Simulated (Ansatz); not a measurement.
## Is Re-Ti-Ti-Re stack of (111) layers a stable metal?

The plan: relax Re-Ti-Ti-Re stack of (111) layers, check its phonons, and, if the lattice is stable, compute its Eliashberg function and ρ(T).

Method: DFT PBEsol, scalar-relativistic, plane waves, PAW; PAW set soft_1, in Ansatz 0.2.0.

## (1) Set-up

The cell holds 4 atoms: 2 Re and 2 Ti. Its edges and angles: a = 2.923 Å, b = 2.923 Å, c = 18.159 Å, α = 90.0°, β = 90.0°, γ = 120.0°. Vacuum lies along c.

## (2) Rough relaxation

Large forces or a large pressure at the start call for a first relaxation with loose thresholds.

The input, input.yaml:

```yaml
crystal:
  lattice:
    - [2.92265, 0.0, 0.0]
    - [-1.46133, 2.53109, 0.0]
    - [0.0, 0.0, 18.15901]
  atoms:
    - { symbol: Re, position: [0.0, 0.0, 0.30287993] }
    - { symbol: Ti, position: [0.33333333, 0.66666667, 0.43429331] }
    - { symbol: Ti, position: [0.66666667, 0.33333333, 0.56570669] }
    - { symbol: Re, position: [0.0, 0.0, 0.69712007] }
  periodic: [true, true, false]
kpoints:
  mp_grid: { grid: [9, 9, 1] }
hamiltonian:
  xc: pbesol
  pseudopotentials: { kind: paw, azcp: { folder: soft_1 }, xc_functional: pbe }
scf:
  occupations: { method: gaussian, width: 0.1 }
output:
  forces: true
  stress: true
  eigenvalues: true
relax:
  adjacent_minimum: "off"
  f_tol: 0.05
  max_steps: 80
  cell: { stress_2d_tol: 0.02 }
```

Run with:

```bash
ansatz run input.yaml --threads 4 --pin off --max-ram 12288MiB --backend cpu --events-out ev --progress --plain --runs-dir out
```

Numbers of over 12 decimals in the logs are rounded to 6 here.

What it wrote:

```text
Warning: crystal.periodic: the lattice vector that does not repeat stood 0.000° off the slab's normal, 18.159 Å along it as the deck builds it. The run solves the slab on a vector along the normal, 38.118 Å long, with every atom where it was (on the deck's vector they left 11.00 Å outside them, and the widest stretch free of ions among them is 2.39 Å). A fractional position that the run reports is one of the run's ce [...]
The last accepted step is kept in <dir> (removed where the run ends without a failure and the disk answers)
crystal.periodic: the lattice vector that does not repeat stood 0.000° off the slab's normal, 18.159 Å along it as the deck builds it. The run solves the slab on a vector along the normal, 38.118 Å long, with every atom where it was (on the deck's vector they left 11.00 Å outside them, and the widest stretch free of ions among them is 2.39 Å). A fractional position that the run reports is one of the run's cell, which [...]
Engine: ansatz 0.2.0, aarch64-unknown-linux-gnu
Pseudopotentials: kind: paw
Pseudopotential: Re, paw, valence charge 15, recommended cutoff 420 eV (normal), soft_1/Re.paw.azcp
Pseudopotential: Ti, paw, valence charge 12, recommended cutoff 420 eV (normal), soft_1/Ti.paw.azcp
Functional definition: PBEsol
  exchange = pbesol_x
  correlation = pbesol_c
Crystal: 4 atoms, lattice volume = 281.978 Å³
Basis set: ecut = 420 eV, 5455 PW (Γ), exchange–correlation on 40×40×512 points (8 copies of the dense FFT grid, shifted against one another)
Bands: 33, of which v1, the nominal top of the filled ones, is band 27 counted from 1 (26 counted from 0)
Symmetry: 12 space group operations
Space group: P-3m1 (ITA 164), of the structure as read, at distance tolerance 6.6e-5 Å
k-points: 12 of 81
Non-local potential: Re, projectors of the file, l = 0: 3, l = 1: 2, l = 2: 2, l = 3: 1
Non-local potential: Ti, projectors of the file, l = 0: 3, l = 1: 2, l = 2: 3, l = 3: 1
PAW form: soft (Blöchl's): semilocal exchange-correlation on the pseudo side does not see the compensation charge
PAW frozen core: Re, regenerated for the run's functional, and the local potential with it (the file was generated under x = pbe(κ = 0.804, μ = 0.219515), c = pbe(β = 0.066725))
PAW frozen core: Ti, regenerated for the run's functional, and the local potential with it (the file was generated under x = pbe(κ = 0.804, μ = 0.219515), c = pbe(β = 0.066725))
PAW one-centre angular grid: Re, 590 points (default); XC on 64 Gauss nodes
PAW one-centre angular grid: Ti, 590 points (default); XC on 64 Gauss nodes
Initial density: superposition of atomic densities (neutral atoms: chi_scale 0, normalization atom)
Initial wavefunctions: pseudopotential atomic-orbital guess
Functional: x = pbesol(κ = 0.804, μ = 0.123457), c = pbesol(β = 0.046)
SCF iter   1: F=—  HF=-26423.595280 eV  |F-HF|=—  |Δ(HF+E_count)|=         —  Δρ=4.55e-2  dr2=6.85e1  ethr=3.10e-3  ⟨swp⟩=12.3  Hψ=2740  notcnv=0
preconditioner: auto → LDOS  [metal: Δε(μ)=0.013 eV  Ē_g=3.288 eV  σ=0.100 eV  W_gap=0.07  n_scr=24 (ndim 8)  ℏωp=10.4 eV  f_vac=0.694  D(μ)=9.17/eV (n_scr^D=28)  β→1.0]
SCF iter   2: F=—  HF=-26421.196868 eV  |F-HF|=—  |Δ(HF+E_count)|=    2.40e0  Δρ=3.06e-2  dr2=4.53e0  ethr=3.10e-3  ⟨swp⟩=5.0  Hψ=1185  notcnv=0  defer=7
SCF iter   3: F=—  HF=-26420.557017 eV  |F-HF|=—  |Δ(HF+E_count)|=   6.40e-1  Δρ=7.79e-3  dr2=8.98e-1  ethr=3.10e-3  ⟨swp⟩=4.1  Hψ=1049  notcnv=0  defer=9
SCF iter   4: F=—  HF=-26420.481305 eV  |F-HF|=—  |Δ(HF+E_count)|=   7.57e-2  Δρ=1.58e-3  dr2=4.57e-2  ethr=1.66e-3  ⟨swp⟩=3.3  Hψ=699  notcnv=0  defer=13
SCF iter   5: F=—  HF=-26420.476636 eV  |F-HF|=—  |Δ(HF+E_count)|=   4.67e-3  Δρ=3.73e-4  dr2=2.00e-3  ethr=8.47e-5  ⟨swp⟩=2.9  Hψ=687  notcnv=0  defer=13
SCF iter   6: F=—  HF=-26420.476595 eV  |F-HF|=—  |Δ(HF+E_count)|=   4.07e-5  Δρ=1.20e-4  dr2=3.82e-5  ethr=3.70e-6  ⟨swp⟩=3.5  Hψ=847  notcnv=0  defer=13
SCF iter   7: F=—  HF=-26420.476891 eV  |F-HF|=—  |Δ(HF+E_count)|=   2.96e-4  Δρ=3.06e-5  dr2=4.28e-6  ethr=7.08e-8  ⟨swp⟩=4.2  Hψ=980  notcnv=0  defer=13
SCF iter   8: F=—  HF=-26420.476895 eV  |F-HF|=—  |Δ(HF+E_count)|=   3.54e-6  Δρ=1.12e-5  dr2=4.30e-7  ethr=7.93e-9  ⟨swp⟩=3.5  Hψ=782  notcnv=0  defer=13
SCF iter   9: F=-26420.476896 eV  HF=-26420.476896 eV  |F-HF|=2.18e-7  |Δ(HF+E_count)|=   1.14e-6  Δρ=3.69e-6  dr2=7.69e-8  ethr=1.85e-10  ⟨swp⟩=17.3  Hψ=2800  notcnv=0
SCF 1 converged in 9 iterations: F = -26420.476896 eV  dr2 = 7.69e-8
  greatest PAW one-centre occupation: 0.999 electrons in one spin orbital (limit 2), on the Re atom at site 3 (counted from 0), in its partial waves of l = 0
relax step   1: F+E_penalty+E_count = -26420.47689632 eV  Δ(F+E_penalty+E_count) = +0.000e0 eV  max|allowed force component| = 1.227e0 eV/Å  Δτ_max = 0.0000 Å  P = -34.059 N/m  Ω = 281.978 Å³  fix = [c, alpha, beta]  reactions: c -0.000 N/m  (9 SCF iters, dr2 threshold 1.00e-7 eV, accepted)
Crystal: 4 atoms, lattice volume = 255.155 Å³
Basis set: ecut = 420 eV, 5023 PW (Γ), exchange–correlation on 40×40×512 points (8 copies of the dense FFT grid, shifted against one another)
Initial density: handed on by an earlier stage of this run
Initial wavefunctions: those handed on with the density
SCF iter   1: F=—  HF=-26421.940149 eV  |F-HF|=—  |Δ(HF+E_count)|=         —  Δρ=1.63e-2  dr2=5.11e0  ethr=3.10e-3  ⟨swp⟩=16.8  Hψ=2798  notcnv=0
preconditioner: auto → LDOS  [insulator: Δε(μ)=0.101 eV  Ē_g=3.546 eV  σ=0.100 eV  W_gap=0.51  n_scr=24 (ndim 8)  ℏωp=10.9 eV  f_vac=0.707  D(μ)=6.63/eV (n_scr^D=26)  ε∞_Penn≈10.5  β→1.0]
SCF iter   2: F=—  HF=-26421.813519 eV  |F-HF|=—  |Δ(HF+E_count)|=   1.27e-1  Δρ=7.92e-3  dr2=6.19e-1  ethr=3.10e-3  ⟨swp⟩=3.8  Hψ=854  notcnv=0  defer=12
SCF iter   3: F=—  HF=-26421.729821 eV  |F-HF|=—  |Δ(HF+E_count)|=   8.37e-2  Δρ=2.78e-3  dr2=1.82e-1  ethr=1.15e-3  ⟨swp⟩=3.5  Hψ=865  notcnv=0  defer=12
SCF iter   4: F=—  HF=-26421.721103 eV  |F-HF|=—  |Δ(HF+E_count)|=   8.72e-3  Δρ=1.02e-3  dr2=1.90e-2  ethr=3.37e-4  ⟨swp⟩=2.7  Hψ=615  notcnv=0  defer=7
SCF iter   5: F=—  HF=-26421.720950 eV  |F-HF|=—  |Δ(HF+E_count)|=   1.53e-4  Δρ=2.44e-4  dr2=5.20e-4  ethr=3.52e-5  ⟨swp⟩=3.4  Hψ=693  notcnv=0  defer=7
SCF iter   6: F=—  HF=-26421.720892 eV  |F-HF|=—  |Δ(HF+E_count)|=   5.82e-5  Δρ=1.04e-4  dr2=5.26e-5  ethr=9.63e-7  ⟨swp⟩=3.9  Hψ=863  notcnv=0  defer=7
SCF iter   7: F=—  HF=-26421.721136 eV  |F-HF|=—  |Δ(HF+E_count)|=   2.45e-4  Δρ=6.28e-5  dr2=1.13e-5  ethr=9.73e-8  ⟨swp⟩=3.6  Hψ=914  notcnv=0  defer=7
SCF iter   8: F=—  HF=-26421.721134 eV  |F-HF|=—  |Δ(HF+E_count)|=   2.77e-6  Δρ=1.34e-5  dr2=9.78e-7  ethr=2.09e-8  ⟨swp⟩=3.9  Hψ=896  notcnv=0  defer=7
[...]
SCF iter   5: F=—  HF=-26421.924017 eV  |F-HF|=—  |Δ(HF+E_count)|=   3.41e-4  Δρ=2.23e-4  dr2=9.68e-5  ethr=1.15e-5  ⟨swp⟩=3.7  Hψ=824  notcnv=0  defer=10
SCF iter   6: F=—  HF=-26421.924296 eV  |F-HF|=—  |Δ(HF+E_count)|=   2.79e-4  Δρ=7.68e-5  dr2=2.20e-5  ethr=1.79e-7  ⟨swp⟩=3.9  Hψ=965  notcnv=0  defer=10
SCF iter   7: F=—  HF=-26421.924299 eV  |F-HF|=—  |Δ(HF+E_count)|=   3.16e-6  Δρ=1.86e-5  dr2=1.57e-6  ethr=4.07e-8  ⟨swp⟩=3.5  Hψ=805  notcnv=0  defer=10
SCF iter   8: F=-26421.924300 eV  HF=-26421.924299 eV  |F-HF|=2.73e-7  |Δ(HF+E_count)|=   7.20e-7  Δρ=6.31e-6  dr2=3.85e-8  ethr=7.41e-10  ⟨swp⟩=25.8  Hψ=2930  notcnv=0
SCF 3 converged in 8 iterations: F = -26421.924300 eV  dr2 = 3.85e-8
relax step   3: F+E_penalty+E_count = -26421.92429970 eV  Δ(F+E_penalty+E_count) = -2.032e-1 eV  max|allowed force component| = 2.960e-1 eV/Å  Δτ_max = 0.0790 Å  P = +2.259 N/m  Ω = 239.917 Å³  energy of the carried Pulay correction = +2.748e-3 eV  fix = [c, alpha, beta]  reactions: c +0.000 N/m  (8 SCF iters, dr2 threshold 4.00e-7 eV, accepted)
[...]
relax step   4: F+E_penalty+E_count = -26421.95298883 eV  Δ(F+E_penalty+E_count) = -2.869e-2 eV  max|allowed force component| = 4.902e-2 eV/Å  Δτ_max = 0.0719 Å  P = -0.518 N/m  Ω = 240.232 Å³  energy of the carried Pulay correction = +2.726e-3 eV  fix = [c, alpha, beta]  reactions: c -0.000 N/m  (7 SCF iters, dr2 threshold 4.00e-7 eV, accepted)
[...]
relax step   5: F+E_penalty+E_count = -26421.95507226 eV  Δ(F+E_penalty+E_count) = -2.083e-3 eV  max|allowed force component| = 1.719e-2 eV/Å  Δτ_max = 0.0236 Å  P = +0.119 N/m  Ω = 239.124 Å³  energy of the carried Pulay correction = +2.804e-3 eV  fix = [c, alpha, beta]  reactions: c +0.000 N/m  (6 SCF iters, dr2 threshold 2.28e-7 eV, accepted)
[...]
relax step   6: F+E_penalty+E_count = -26421.95510614 eV  Δ(F+E_penalty+E_count) = -3.388e-5 eV  max|allowed force component| = 6.788e-4 eV/Å  Δτ_max = 0.0020 Å  P = -0.009 N/m  Ω = 239.207 Å³  energy of the carried Pulay correction = +2.798e-3 eV  fix = [c, alpha, beta]  reactions: c -0.000 N/m  (6 SCF iters, dr2 threshold 1.21e-8 eV, accepted)
Basis set: ecut = 420 eV, 4753 PW (Γ), exchange–correlation on 36×36×512 points (8 copies of the dense FFT grid, shifted against one another)
Initial wavefunctions: pseudopotential atomic-orbital guess (no wavefunctions were taken with the density)
iter 1 solved again at ethr=4.91e-7 eV; its pass at ethr=3.10e-3 eV (dr2=2.65e-4 eV) is discarded
SCF iter   1: F=—  HF=-26421.951372 eV  |F-HF|=—  |Δ(HF+E_count)|=         —  Δρ=1.41e-4  dr2=7.14e-6  ethr=4.91e-7  ⟨swp⟩=7.0  Hψ=4594  notcnv=0
preconditioner: auto → LDOS  [metal: Δε(μ)=0.026 eV  Ē_g=3.755 eV  σ=0.100 eV  W_gap=0.14  n_scr=24 (ndim 8)  ℏωp=11.3 eV  f_vac=0.699  D(μ)=6.59/eV (n_scr^D=26)  β→1.0]
SCF iter   2: F=—  HF=-26421.951455 eV  |F-HF|=—  |Δ(HF+E_count)|=   8.31e-5  Δρ=4.21e-5  dr2=1.75e-5  ethr=1.32e-8  ⟨swp⟩=4.2  Hψ=1008  notcnv=0
SCF iter   3: F=—  HF=-26421.951446 eV  |F-HF|=—  |Δ(HF+E_count)|=   9.63e-6  Δρ=1.13e-5  dr2=2.74e-6  ethr=1.32e-8  ⟨swp⟩=3.5  Hψ=736  notcnv=0
SCF iter   4: F=—  HF=-26421.951693 eV  |F-HF|=—  |Δ(HF+E_count)|=   2.47e-4  Δρ=1.28e-5  dr2=8.45e-7  ethr=5.07e-9  ⟨swp⟩=2.8  Hψ=548  notcnv=0
SCF iter   5: F=—  HF=-26421.951693 eV  |F-HF|=—  |Δ(HF+E_count)|=   1.82e-7  Δρ=1.15e-6  dr2=5.53e-9  ethr=1.56e-9  ⟨swp⟩=3.5  Hψ=696  notcnv=0
SCF iter   6: F=—  HF=-26421.951693 eV  |F-HF|=—  |Δ(HF+E_count)|=   7.73e-9  Δρ=7.69e-7  dr2=7.95e-10  ethr=1.02e-11  ⟨swp⟩=4.2  Hψ=1016  notcnv=0
SCF iter   7: F=—  HF=-26421.951693 eV  |F-HF|=—  |Δ(HF+E_count)|=   6.28e-9  Δρ=1.58e-7  dr2=2.41e-10  ethr=1.47e-12  ⟨swp⟩=4.1  Hψ=998  notcnv=0
SCF iter   8: F=—  HF=-26421.951693 eV  |F-HF|=—  |Δ(HF+E_count)|=   3.11e-9  Δρ=6.61e-8  dr2=5.40e-12  ethr=1.00e-12  ⟨swp⟩=2.0  Hψ=552  notcnv=0
SCF iter   9: F=-26421.951693 eV  HF=-26421.951693 eV  |F-HF|=3.13e-10  |Δ(HF+E_count)|=  9.60e-10  Δρ=2.47e-8  dr2=1.45e-12  ethr=1.00e-12  ⟨swp⟩=14.3  Hψ=3052  notcnv=0
SCF 7 converged in 9 iterations: F = -26421.951693 eV  dr2 = 1.45e-12
relax step   7: F+E_penalty+E_count = -26421.95169287 eV  Δ(F+E_penalty+E_count) = +3.413e-3 eV  max|allowed force component| = 1.300e-3 eV/Å  Δτ_max = 0.0000 Å  P = +0.006 N/m  Ω = 239.207 Å³  fix = [c, alpha, beta]  reactions: c +0.000 N/m  stress off target by 6.41e-3 N/m on what of the cell is left free  SCF on the basis re-selected at this cell (its energy is not comparable with the rows above)  (9 SCF iters)
basis re-selected at this cell: Δ(F+E_penalty+E_count) = +3.413e-3 eV, ΔP = +0.015 N/m vs the last step (what re-selecting the basis moved, of the pressure what is left beyond the Pulay correction that the steps carried, after the strain that the cell walked since its last selection, with what the two solves' SCF thresholds leave and, on support functions, any second-order correction that the steps lacked; it is no measure of the basis error at this ecutwfc). The dense FFT grid was sized anew with the basis: this SCF ran on 18×18×256 points, the steps before it on 20×20×256, so part of this shift can come from that change (see relax.cell in the input reference). [rest of the remark cut]
SCF converged after 9 iterations
Free energy (F): -26421.951693 eV
Harris-Foulkes:  -26421.951693 eV  (|F-HF|=3.13e-10)
Internal energy: -26421.918717 eV  (E = F + TS)
E sigma→0 (E₀):  -26421.935205 eV
Entropy (-TS):   -0.032976 eV (-8.244 meV/atom)
Fermi energy:    -5.368728 eV
--- Per-component energies (eV) ---
  E_band       = -1771.221499
  E_kinetic    = 1607.817599
  E_local      = -269357.972420  (includes V_loc(G=0)·N_el)
  E_nonlocal   = 292.599569
  E_hartree    = 133605.524239
  E_xc         = -937.001601
  E_vxc        = -867.486862  (∫ρ·V_xc dr)
  E_paw        = -19188.164947  (= ΣΔE_a)
  E_vpaw       = -657.228047  (= ΣTr[D̂ρ^β])
  E_aug_tail   = -0.000054  (compensation charges beyond the density's cutoff)
  E_ewald      = 127554.533475
  E_core_change = 0.745422  (= ΣΔE_core)
  E_smearing   = -0.032976  (= −TS)
  E_closure    = -0.000000  (closes the sum)
  Σ components = -26421.951693   (vs F -26421.951693, Δ=0.00e0)
--- Forces (eV/Å), atoms counted from 1 ---
  atom   1  Re    -0.00000000     0.00000000    -0.00130049
  atom   2  Ti    -0.00000000     0.00000000     0.00021611
  atom   3  Ti     0.00000000    -0.00000000    -0.00021611
  atom   4  Re     0.00000000    -0.00000000     0.00130049
  max |Σ_I F_I| component: 2.08e-17 eV/Å
--- 2D stress c σ (N/m, compression-positive) ---
        0.006411       0.000000       0.000000
        0.000000       0.006411       0.000000
        0.000000       0.000000       0.000000
  P = ½ c Tr σ = 0.0064 N/m
--- Band table (eV; the first three rows and the last of 12) ---
  k-point 0: bands = [... 23 lower, -6.3585, -6.3576, -6.3576, -5.3163, -5.2790, -4.9063, -4.3061, -4.3061, ... 2 higher]
  k-point 1: bands = [... 23 lower, -6.5836, -5.9278, -5.8779, -5.8749, -5.8147, -5.1573, -4.4487, -4.3888, ... 2 higher]
  k-point 2: bands = [... 23 lower, -7.0523, -6.8078, -6.2122, -5.1062, -4.9063, -4.5786, -4.5427, -4.2424, ... 2 higher]
  k-point 11: bands = [... 23 lower, -6.9314, -6.9314, -6.9069, -6.5131, -5.6445, -5.6445, -3.6280, -3.6280, ... 2 higher]
--- Relaxed structure (6 steps of the walk, 6 accepted, 1 SCFs on fresh bases) ---
  F+E_penalty+E_count = -26421.95169287 eV   max|allowed force component| = 1.300e-3 eV/Å   (the final SCF, on the basis selected at the relaxed cell)
  cell:  # Å, volume = 239.2071 Å³
    - [2.691885, 2.658820551615814e-6, 0]
    - [-1.345945, 2.331240, 0]
    - [0, 0, 38.118021]
  atoms:
    - { symbol: Re, position: [1.9297265307901267e-18, -7.718903482097858e-19, 0.145674] }
    - { symbol: Ti, position: [0.333333, 0.666667, 0.206980] }
    - { symbol: Ti, position: [0.666667, 0.333333, 0.269409] }
    - { symbol: Re, position: [-1.9297265307901255e-18, 7.718903482097865e-19, 0.330715] }
```

It took 33 s on 4 threads of Arm Neoverse N1, shared host; peak memory 0.67 GiB; 2 min of CPU time.

Relaxation path:

```
step  energy less that of the first step (eV)  largest force component (eV/Å)  volume (Å³)
   1                                   0.0000                          1.2266       281.98
   2                                  -1.2442                          0.7849       255.16
   3                                  -1.4474                          0.2960       239.92
   4                                  -1.4761                          0.0490       240.23
   5                                  -1.4782                          0.0172       239.12
   6                                  -1.4782                          0.0007       239.21
  7*                                  -1.4748                          0.0013       239.21
```

Relaxation steps marked * repeat the geometry before them on a plane-wave basis chosen anew for their cell, so energy and pressure can jump there.

The run keeps the 12 symmetry operations that it works with, so distortions that break them were not tested.

```
cell as run  before  after  change
      a (Å)   2.923  2.692  -7.9 %
      b (Å)   2.923  2.692  -7.9 %
```

The atoms that moved most (Å, along periodic axes as changes of fractional coordinates times the final cell, across vacuum about the mean position):

```
atom     dx     dy      dz  length
 Re4  0.000  0.000  -0.053   0.053
 Re1  0.000  0.000   0.053   0.053
```

Final coordinates:

```xyz
4
Lattice="2.6919 0.0000 0.0000 -1.3459 2.3312 0.0000 0.0000 0.0000 38.1180" Properties=species:S:1:pos:R:3
Re    0.0000    0.0000    5.5528
Ti    0.0000    1.5542    7.8897
Ti    1.3459    0.7771   10.2693
Re    0.0000    0.0000   12.6062
```

This step gave:

```
metallic on mesh  : yes
gap on the k-mesh : 0 eV
```

The relaxation ends with a largest force component of 0.0013 eV/Å.

## (3) Relaxation

The structure is brought to rest under this functional.

input.yaml, the sections that differ from step 2:

```yaml
crystal:
  lattice:
    - [2.6918851902, 2.6588e-06, 0.0]
    - [-1.3459448977, 2.3312396294, 0.0]
    - [0.0, 0.0, 38.1180212893]
  atoms:
    - { symbol: Re, position: [0.0, 0.0, 0.1456736794] }
    - { symbol: Ti, position: [0.3333333333, 0.6666666667, 0.2069798859] }
    - { symbol: Ti, position: [0.6666666667, 0.3333333333, 0.2694092179] }
    - { symbol: Re, position: [0.0, 0.0, 0.3307154244] }
  periodic: [true, true, false]
kpoints:
  mp_grid: { grid: [12, 12, 1] }
relax:
  adjacent_minimum: "off"
  f_tol: 0.005
  max_steps: 80
  cell: { stress_2d_tol: 0.02 }
# hamiltonian, scf, output: as in step 2
```

What it wrote:

```text
[the first part of the log is left out]
  E_aug_tail   = -0.000053  (compensation charges beyond the density's cutoff)
  E_ewald      = 128008.913308
  E_core_change = 0.745422  (= ΣΔE_core)
  E_smearing   = -0.026027  (= −TS)
  E_closure    = 0.000000  (closes the sum)
  Σ components = -26421.965509   (vs F -26421.965509, Δ=0.00e0)
--- Forces (eV/Å), atoms counted from 1 ---
  atom   1  Re    -0.00000000    -0.00000000     0.00004353
  atom   2  Ti    -0.00000000    -0.00000000    -0.00070466
[...]
0.000000      -0.000000      -0.000000
  P = ½ c Tr σ = -0.0123 N/m
--- Band table (eV; the first three rows and the last of 19) ---
[...]
--- Relaxed structure (5 steps of the walk, 5 accepted, 1 SCFs on fresh bases) ---
[...]
cell:  # Å, volume = 237.8866 Å³
    - [2.684445, 2.6514577660445284e-6, 0]
    - [-1.342225, 2.324796, 0]
    - [0, 0, 38.1180212893]
  atoms:
    - { symbol: Re, position: [0, 0, 0.145232] }
    - { symbol: Ti, position: [0.333333, 0.666667, 0.207029] }
    - { symbol: Ti, position: [0.666667, 0.333333, 0.269360] }
    - { symbol: Re, position: [0, 0, 0.331157] }
```

The job ended after 32 s (4 threads; peak memory 0.69 GiB; 2.1 min of CPU time).

The steps of the relaxation:

```
step  energy less that of the first step (eV)  largest force component (eV/Å)  volume (Å³)
   1                                   0.0000                          0.1361       239.21
   2                                  -0.0005                          0.1672       237.53
   3                                  -0.0032                          0.0067       237.87
   4                                  -0.0032                          0.0017       237.93
   5                                  -0.0032                          0.0007       237.89
   6                                  -0.0031                          0.0007       237.89
```

The log counts 1 steps on a newly chosen plane-wave basis, not all of them marked here; energy and pressure can jump at such steps.

```
cell as run  before  after  change
      a (Å)   2.692  2.684  -0.3 %
      b (Å)   2.692  2.684  -0.3 %
```

The atoms that moved most (Å, along periodic axes as changes of fractional coordinates times the final cell, across vacuum about the mean position):

```
atom     dx     dy      dz  length
 Re4  0.000  0.000   0.017   0.017
 Re1  0.000  0.000  -0.017   0.017
```

Final coordinates:

```xyz
4
Lattice="2.6844 0.0000 0.0000 -1.3422 2.3248 0.0000 0.0000 0.0000 38.1180" Properties=species:S:1:pos:R:3
Re    0.0000    0.0000    5.5360
Ti    0.0000    1.5499    7.8915
Ti    1.3422    0.7749   10.2675
Re    0.0000    0.0000   12.6230
```

The relaxation ends with a largest force component of 7.1e-4 eV/Å.

(Part 1 of 3 ends here.)

[Logs are printed without paths, hosts, clocks, repeated set-up lines and the standing remarks that a program may print on its own settings, such as how far it seeks lower states.]

[Hosts, paths, dates, database ids (printed as entryN), source tags and the programs' standing remarks are cut or masked in the printed files.]
